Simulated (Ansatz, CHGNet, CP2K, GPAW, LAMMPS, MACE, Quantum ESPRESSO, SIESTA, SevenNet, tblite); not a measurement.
## CP2K runs on liquid 54SiO2-18Na2O-14BaO-14ZnO (mol %) at 2500 K (76 atoms)

Wanted: CP2K inputs and outputs for liquid 54SiO2-18Na2O-14BaO-14ZnO (mol %) at 2500 K (76 atoms), checked against a plane-wave reference.

Method: the method is named at each step, in CP2K 2026.2.

### Step 1. Starting point

The cell holds 76 atoms: 15 Si, 10 Na, 4 Ba, 4 Zn and 43 O. Its edges and angles: a = 10.948 Å, b = 10.948 Å, c = 10.948 Å, α = 90.0°, β = 90.0°, γ = 90.0°. 76 atoms (15 Si, 10 Na, 4 Ba, 4 Zn, 43 O) placed at random at 3.23 g/cm³, melted at 4000 K for 10 ps at fixed volume with the Morse and Coulomb pair potential with partial charges (Pedone, Malavasi, Menziani, Cormack and Segre, J. Phys. Chem. B 110, 11780 (2006)). Snapshot at the end of a hold of 10 ps at 2500 K and zero pressure.

The yardstick, on the same geometry:

- method: Kohn-Sham DFT, PBE, PAW, plane waves (Ansatz 0.2.0); cutoff 420 eV, Γ point, fermi-dirac smearing of 0.05 eV; PAW set soft_2
- r.m.s. force component: 3.188 eV/Å
- longest force: 16.76 eV/Å
- pressure: 5.418 GPa
- spacing of highest filled and lowest empty level: 0.2513 eV
- SCF cycles: 15
- time: 10 s on 8 threads of Arm Neoverse V2, shared host
- CPU time: 72 s

### Step 2. PBE, DZVP-MOLOPT-SR, 800/50 Ry, diagonalisation

Method: Kohn-Sham DFT, PBE, GTH-PBE pseudopotentials, Gaussian and plane waves, DZVP-MOLOPT-SR-GTH, diagonalisation.

Contents of input.inp:

```
&GLOBAL
  PROJECT cell
  RUN_TYPE ENERGY_FORCE
  PRINT_LEVEL LOW
&END GLOBAL
&FORCE_EVAL
  METHOD QS
  STRESS_TENSOR ANALYTICAL
  &DFT
    BASIS_SET_FILE_NAME BASIS_MOLOPT
    POTENTIAL_FILE_NAME GTH_POTENTIALS
    &MGRID
      CUTOFF 800
      REL_CUTOFF 50
      NGRIDS 5
    &END MGRID
    &QS
      EPS_DEFAULT 1.0E-12
    &END QS
    &SCF
      SCF_GUESS ATOMIC
      EPS_SCF 1.0E-06
      MAX_SCF 200
      ADDED_MOS 14
      &DIAGONALIZATION
        ALGORITHM STANDARD
      &END DIAGONALIZATION
      &SMEAR ON
        METHOD FERMI_DIRAC
        ELECTRONIC_TEMPERATURE [K] 580
      &END SMEAR
      &MIXING
        METHOD BROYDEN_MIXING
        ALPHA 0.3
        NBROYDEN 8
      &END MIXING
      &PRINT
        &RESTART OFF
        &END RESTART
      &END PRINT
    &END SCF
    &XC
      &XC_FUNCTIONAL PBE
      &END XC_FUNCTIONAL
    &END XC
    &PRINT
      &MULLIKEN ON
      &END MULLIKEN
      &LOWDIN ON
      &END LOWDIN
      &HIRSHFELD ON
      &END HIRSHFELD
      &MO ON
        EIGENVALUES T
        OCCUPATION_NUMBERS T
        MO_INDEX_RANGE 237 260
        &EACH
          QS_SCF 0
        &END EACH
        ADD_LAST NUMERIC
      &END MO
    &END PRINT
  &END DFT
  &SUBSYS
    &CELL
      A 10.94803 0.00000 0.00000
      B 0.00000 10.94803 0.00000
      C 0.00000 0.00000 10.94803
    &END CELL
    &COORD
      SCALED
      Si 0.33970 0.24176 0.09025
      Si 0.87663 0.47310 0.04872
      Si 0.46462 0.68622 0.33410
      Si 0.53611 0.16873 0.77860
      Si 0.86108 0.67265 0.85224
      Si 0.91700 0.04406 0.19527
      Si 0.98137 0.63669 0.27088
      Si 0.14568 0.87038 0.18055
      Si 0.25394 0.88294 0.42015
      Si 0.43993 0.01524 0.95917
      Si 0.05793 0.20212 0.01692
      Si 0.28863 0.78546 0.95681
      Si 0.93598 0.10557 0.49786
      Si 0.16165 0.62246 0.78954
      Si 0.36978 0.43297 0.29570
      Na 0.07671 0.23108 0.69985
      Na 0.04248 0.84745 0.75255
      Na 0.68707 0.97338 0.78707
      Na 0.60813 0.76072 0.66846
      Na 0.82732 0.91676 0.65227
      Na 0.85856 0.56111 0.51020
      Na 0.23912 0.03848 0.71701
      Na 0.74233 0.84891 0.43553
      Na 0.75601 0.05287 0.01280
      Na 0.67458 0.73216 0.15317
      Ba 0.52562 0.47012 0.85111
      Ba 0.71656 0.22872 0.20357
      Ba 0.52049 0.01313 0.31240
      Ba 0.10687 0.32182 0.32447
      Zn 0.44738 0.31417 0.50988
      Zn 0.31376 0.49945 0.03033
      Zn 0.62849 0.21107 0.56965
      Zn 0.17880 0.63639 0.49335
      O 0.38286 0.31250 0.20844
      O 0.04971 0.95776 0.14168
      O 0.34837 0.90789 0.92368
      O 0.97151 0.98762 0.57736
      O 0.52841 0.76610 0.23155
      O 0.50960 0.27194 0.69726
      O 0.79411 0.99774 0.20136
      O 0.97640 0.36449 0.99049
      O 0.54060 0.69364 0.46174
      O 0.07061 0.12446 0.89771
      O 0.42231 0.11429 0.07983
      O 0.19212 0.20584 0.09635
      O 0.48528 0.53236 0.29441
      O 0.34080 0.76098 0.34596
      O 0.91593 0.15819 0.10288
      O 0.86043 0.71962 0.30300
      O 0.01616 0.62829 0.76732
      O 0.23059 0.55103 0.70343
      O 0.83926 0.81685 0.87061
      O 0.17776 0.94923 0.30482
      O 0.93654 0.52826 0.17256
      O 0.35084 0.33690 0.98410
      O 0.41227 0.12166 0.84329
[... 16 atom lines left out ...]
      O 0.18292 0.58852 0.93922
      O 0.63714 0.21592 0.87944
      O 0.08419 0.73923 0.21233
      O 0.84735 0.58034 0.96721
    &END COORD
    &KIND Si
      BASIS_SET DZVP-MOLOPT-SR-GTH-q4
      POTENTIAL GTH-PBE-q4
    &END KIND
    &KIND Na
      BASIS_SET DZVP-MOLOPT-SR-GTH-q9
      POTENTIAL GTH-PBE-q9
    &END KIND
    &KIND Ba
      BASIS_SET DZVP-MOLOPT-SR-GTH-q10
      POTENTIAL GTH-PBE-q10
    &END KIND
    &KIND Zn
      BASIS_SET DZVP-MOLOPT-SR-GTH-q12
      POTENTIAL GTH-PBE-q12
    &END KIND
    &KIND O
      BASIS_SET DZVP-MOLOPT-SR-GTH-q6
      POTENTIAL GTH-PBE-q6
    &END KIND
  &END SUBSYS
  &PRINT
    &FORCES ON
    &END FORCES
    &STRESS_TENSOR ON
    &END STRESS_TENSOR
  &END PRINT
&END FORCE_EVAL
```

Command:

```
$ OMP_NUM_THREADS=1 mpirun -np 4 cp2k.psmp -i input.inp > output.txt
```

The log of the run:

```text
CP2K| version string:                                       CP2K version 2026.2
 CP2K| Input file name                                                 input.inp
 GLOBAL| Basis set file name                                        BASIS_MOLOPT
 GLOBAL| Potential file name                                      GTH_POTENTIALS
 GLOBAL| Run type                                                   ENERGY_FORCE
 GLOBAL| Total number of message passing processes                             4
 GLOBAL| Number of threads for this process                                    1
 TOTAL NUMBERS AND MAXIMUM NUMBERS
  Total number of            - Atomic kinds:                                   5
                             - Atoms:                                         76
                             - Shell sets:                                    76
                             - Shells:                                       392
                             - Primitive Cartesian functions:                393
                             - Cartesian basis functions:                   1082
                             - Spherical basis functions:                   1000
  Maximum angular momentum of- Orbital basis functions:                        3
                             - Local part of the GTH pseudopotential:          2
                             - Non-local part of the GTH pseudopotential:      4
 SCF PARAMETERS         Density guess:                                    ATOMIC
                        max_scf:                                             200
                        eps_scf:                                        1.00E-06
                        added MOs                                        14    0
                        Mixing method:                            BROYDEN_MIXING
                                                charge density mixing in g-space
                        Smear method:                                FERMI_DIRAC
                        Electronic temperature [K]:                        580.0
                        Electronic temperature [a.u.]:                  1.84E-03
                        Accuracy threshold:                             1.00E-10
 Extrapolation method: initial_guess
 Number of electrons:                                                        496
 Number of occupied orbitals:                                                248
 Number of molecular orbitals:                                               262
 Number of orbital functions:                                               1000
 Number of independent orbital functions:                                   1000
 SCF WAVEFUNCTION OPTIMIZATION
  Step     Update method      Time    Convergence         Total energy    Change
     1 NoMix/Diag. 0.30E+00    2.4     1.88920195     -1574.3410648547 -1.57E+03
     2 Broy./Diag. 0.30E+00    3.1     0.33375960     -1496.4370820796  7.79E+01
     3 Broy./Diag. 0.30E+00    3.1     0.12295339     -1560.3381669786 -6.39E+01
     4 Broy./Diag. 0.30E+00    3.1     0.04825261     -1574.1403494097 -1.38E+01
[...]
20 Broy./Diag. 0.30E+00    3.2     0.00000149     -1572.9870216774  4.50E-05
    21 Broy./Diag. 0.30E+00    3.2     0.00000047     -1572.9870182875  3.39E-06
  *** SCF run converged in    21 steps ***
  Electronic density on regular grids:       -495.9999999997        0.0000000003
  Core density on regular grids:              495.9999999997       -0.0000000003
  Total charge density on r-space grids:       -0.0000000000
  Total charge density g-space grids:          -0.0000000000
  Overlap energy of the core charge distribution:               5.03909e-06
  Self energy of the core charge distribution:              -3736.483635
  Core Hamiltonian energy:                                   1038.065481
  Hartree energy:                                            1421.544032
  Exchange-correlation energy:                               -296.110651
  Electronic entropic energy:                                  -0.00224866
  Fermi energy:                                                 0.126428
  Total energy:                                             -1572.987018
  Total energy (extrapolated to T->0):                      -1572.985894
 MO| EIGENVALUES AND OCCUPATION NUMBERS
 MO|
 MO|  Index      Eigenvalue [a.u.]        Eigenvalue [eV]             Occupation
 MO|    237               0.068031               1.851229               2.000000
 MO|    238               0.070740               1.924927               2.000000
 MO|    239               0.071721               1.951627               2.000000
[...]
MO|    259               0.219146               5.963279               0.000000
 MO|    260               0.222183               6.045904               0.000000
 MO| Sum:                                                             496.000000
 MO| E(Fermi):            0.126428 a.u.          3.440292 eV
 !-----------------------------------------------------------------------------!
                     Mulliken Population Analysis
 #  Atom  Element  Kind  Atomic population                           Net charge
       1     Si       1          3.238462                              0.761538
       2     Si       1          3.383148                              0.616852
       3     Si       1          3.357902                              0.642098
[...]
# Total charge                            496.000000                  0.000000
 !-----------------------------------------------------------------------------!
 !-----------------------------------------------------------------------------!
                           Hirshfeld Charges
  #Atom  Element  Kind  Ref Charge     Population                    Net charge
      1       Si     1       4.000          2.970                         1.030
      2       Si     1       4.000          3.097                         0.903
      3       Si     1       4.000          3.060                         0.940
[...]
75       O      5       6.000          6.434                        -0.434
     76       O      5       6.000          6.281                        -0.281
  Total Charge                                                           -0.000
 !-----------------------------------------------------------------------------!
 LOWDIN POPULATION ANALYSIS
 #  Atom  Element  Kind  Atomic population                           Net charge
[...]
75     O        5          6.495895                             -0.495895
      76     O        5          6.474316                             -0.474316
 # Total charge                            496.000000                  0.000000
 ENERGY| Total FORCE_EVAL ( QS ) energy [hartree]          -1572.987026
 FORCES| Atomic forces [hartree/bohr]
 FORCES|   Atom     x               y               z               |f|
 FORCES|      1 -1.48200639E-02 -1.35768467E-02 -2.75844953E-02   3.41301837E-02
 FORCES|      2  1.70061504E-01 -5.28247705E-02  2.54755967E-02   1.79889904E-01
 FORCES|      3  5.25500398E-02  9.32745289E-03  1.76986267E-02   5.62294357E-02
[...]
FORCES|     75 -2.38249145E-02 -2.82425666E-02  1.10307202E-02   3.85609375E-02
 FORCES|     76 -5.05929042E-03  1.07115673E-01 -8.84625403E-02   1.39014333E-01
 FORCES| Sum     2.81783375E-02  1.05419802E-02 -2.35340008E-02
 FORCES| Total atomic force                                       3.81968748E-02
 STRESS| Analytical stress tensor [bar]
 STRESS|                        x                   y                   z
 STRESS|      x        7.52708634062E+04   7.41943290718E+03  -5.05792138124E+03
 STRESS|      y        7.41943290718E+03   4.70802763400E+04  -2.48442837426E+04
 STRESS|      z       -5.05792138124E+03  -2.48442837426E+04   4.66392050545E+04
 STRESS| 1/3 Trace                                             5.63301149336E+04
```

Run time: 75 s. Hardware: 4 MPI ranks of Arm Neoverse V2, shared host; peak memory 6.5 GiB.

Banners and routine set-up lines are dropped from the logs; longer cuts are marked.

Against the reference:

```
r.m.s. force component                  : 3.154 eV/Å
r.m.s. difference of force components   : 171.9 meV/Å
longest difference of force vectors     : 780.2 meV/Å
force difference over r.m.s. force      : 5.39 %
slope of forces against the reference's : 0.9879
correlation of force components         : 0.9986
pressure                                : 5.633 GPa
pressure difference                     : 0.2151 GPa
```

Length of the force difference by element (eV/Å):

| element | atoms | mean | most |
| --- | --- | --- | --- |
| Ba | 4 | 0.31 | 0.51 |
| Na | 10 | 0.56 | 0.78 |
| O | 43 | 0.16 | 0.38 |
| Si | 15 | 0.27 | 0.56 |
| Zn | 4 | 0.24 | 0.38 |

Local excerpt of 10 atoms (numbers count through the whole input) about Ba28, one of the 4 Ba atoms; x, y, z are measured from there.

| atom | x | y | z | distance (Å) | Mulliken charge (e) | Fx | Fy | Fz (eV/Å) |
| --- | --- | --- | --- | --- | --- | --- | --- | --- |
| Ba28 | 0.00 | 0.00 | 0.00 | 0.00 | 1.38 | -1.69 | -1.89 | 0.32 |
| O64 | 0.48 | 2.31 | 1.20 | 2.64 | -0.64 | -0.66 | 0.43 | -2.45 |
| O38 | 0.09 | -2.70 | -0.89 | 2.85 | -0.77 | -0.82 | 1.92 | 0.28 |
| O44 | -1.07 | 1.11 | -2.55 | 2.98 | -0.65 | -0.18 | -0.95 | 0.71 |
| O68 | -2.01 | -0.72 | 2.15 | 3.03 | -0.60 | 3.34 | 4.14 | 1.51 |
| O40 | 3.00 | -0.17 | -1.22 | 3.24 | -0.64 | -8.84 | -3.28 | 0.18 |
| Na23 | 2.43 | -1.80 | 1.35 | 3.31 | 0.59 | 0.77 | -0.73 | -1.08 |
| Ba27 | 2.15 | 2.36 | -1.19 | 3.41 | 1.33 | -1.06 | 3.40 | 0.26 |
| O47 | -1.97 | -2.76 | 0.37 | 3.41 | -0.50 | -3.47 | 1.00 | 0.96 |
| Si9 | -2.92 | -1.43 | 1.18 | 3.46 | 0.63 | -1.33 | -4.12 | -2.48 |

Forces lie 5.4 % from the reference's, at 4.1 times its CPU time (on 4 against 8 cores).

The forces add up to 2.0 eV/Å instead of zero, usually a sign of too coarse a grid.

[end of part 1 of 2]

[Long decimals in the printed logs are rounded to 6 places.]

[Also dropped from logs without a mark: lines with file paths, logging warnings of Python, QE's lines on negative density and diagonalisation, SIESTA's first energy breakdown, zero terms and Voronoi charges.]

[Logs are printed without paths, hosts, clocks, repeated set-up lines and the standing remarks that a program may print on its own settings, such as how far it seeks lower states.]

[Hosts, paths, dates, database ids (printed as entryN), source tags and the programs' standing remarks are cut or masked in the printed files.]

[Most failed runs of this program on this cell are left out, timed-out ones always.]
